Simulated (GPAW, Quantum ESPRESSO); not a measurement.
Consider ZrS (Fm-3m).

```
Zr S
1.0
     0.00000    2.62500    2.62500
     2.62500    0.00000    2.62500
     2.62500    2.62500    0.00000
Zr S
1 1
Direct
  0.00000 0.00000 0.00000
  0.50000 0.50000 0.50000
```

Absorber: atom 2, with 6 Zr at 2.62 Å (octahedral, site symmetry m-3m). Method: Quantum ESPRESSO XSpectra, LDA, excited-electron core hole (neutral cell), 12-atom cell with 6.4 Å between holes, 5×6×6 k points, dipole transitions, Lorentzian half width 0.3 eV up to 4 eV, rising linearly to 2.5 eV at 25 eV.

The database entry behind the starting cell differs from later determinations by our own check (an axis about 1.9 % long against later determinations), so it need not match the best structure at ambient conditions.

Question: Predict the near-edge structure at the S K edge.

Main maxima up to 24 eV above the zero (height): 1.5 eV (1.43), 5.0 eV (1.55), 6.7 eV (1.66), 12.3 eV (0.81) and 17.5 eV (0.86). A K edge sees empty p states; the first features are S p mixed into the empty d states of the Zr neighbours, and the broad ones above probably into the cations' higher empty bands. The total-energy difference is 2475.71 eV. One term is added: -16.82 eV, since the hole is spin-paired here and a spin-polarised one costs that much less in the free atom (computed apart). The photon energy is then 2458.89 eV. The functional leaves an error in such absolute values: in the free atom LDA prices this hole 9.1 eV below PBE (computed apart), and PBE is itself good to a few eV.

The S K spectrum (energy from the energy zero of the input (xe0, at the border of filled and empty states); intensity scaled to a mean of 1 over the first 20 eV; the points at xe0, where the cut of filled states can leave a spike, are interpolated):

| E (eV) | intensity |
| --- | --- |
| -2.0 | 0.05 |
| -1.5 | 0.07 |
| -1.0 | 0.11 |
| -0.5 | 0.20 |
| 0.0 | 0.56 |
| 0.5 | 0.93 |
| 1.0 | 1.24 |
| 1.5 | 1.42 |
| 2.0 | 1.23 |
| 2.5 | 1.03 |
| 3.0 | 1.06 |
| 3.5 | 1.08 |
| 4.0 | 1.15 |
| 4.5 | 1.34 |
| 5.0 | 1.54 |
| 5.5 | 1.35 |
| 6.0 | 1.40 |
| 6.5 | 1.62 |
| 7.0 | 1.60 |
| 7.5 | 1.39 |
| 8.0 | 1.24 |
| 8.5 | 1.13 |
| 9.0 | 0.99 |
| 9.5 | 0.86 |
| 10.0 | 0.77 |
| 10.5 | 0.73 |
| 11.0 | 0.74 |
| 11.5 | 0.77 |
| 12.0 | 0.80 |
| 12.5 | 0.80 |
| 13.0 | 0.76 |
| 13.5 | 0.73 |
| 14.0 | 0.72 |
| 14.5 | 0.73 |
| 15.0 | 0.74 |
| 15.5 | 0.76 |
| 16.0 | 0.79 |
| 16.5 | 0.83 |
| 17.0 | 0.85 |
| 17.5 | 0.86 |
| 18.0 | 0.86 |
| 18.5 | 0.84 |
| 19.0 | 0.82 |
| 19.5 | 0.80 |
| 20.0 | 0.79 |
| 20.5 | 0.79 |
| 21.0 | 0.79 |
| 21.5 | 0.81 |
| 22.0 | 0.84 |
| 22.5 | 0.86 |
| 23.0 | 0.88 |
| 23.5 | 0.91 |
| 24.0 | 0.93 |
| 24.5 | 0.96 |
| 25.0 | 0.99 |
| 25.5 | 1.03 |
| 26.0 | 1.07 |
| 26.5 | 1.10 |
| 27.0 | 1.13 |
| 27.5 | 1.13 |
| 28.0 | 1.12 |
| 28.5 | 1.10 |
| 29.0 | 1.06 |
| 29.5 | 1.03 |
| 30.0 | 0.98 |
| 30.5 | 0.94 |
| 31.0 | 0.90 |
| 31.5 | 0.86 |
| 32.0 | 0.83 |

The unit cell's mesh shows no gap over 0.35 eV. That is right for a metallic compound; for a small-gap or correlated insulator it would be the fault of the functional or of the assumed magnetic order, and the hole would be screened too well. The holes are only 6.4 Å apart, so the shape is probably not converged with cell size; no larger cell was run here. The structure is a published determination, not relaxed.

[Banner, clock and machine lines of the logs are left out without a mark of their own.]

[Logs are printed without paths, hosts, clocks, repeated set-up lines and the standing remarks that a program may print on its own settings, such as how far it seeks lower states.]

[Hosts, paths, dates, database ids (printed as entryN), source tags and the programs' standing remarks are cut or masked in the printed files.]

[Lists of maxima count a maximum above −3 eV only where it reaches 4 % of the highest in the window and stands out from its surroundings by 2 % of it (1.5 % where it reaches 55 %); shoulders and weaker maxima are passed over, and of the rest the first, up to two pre-edge ones and the few strongest are named.]
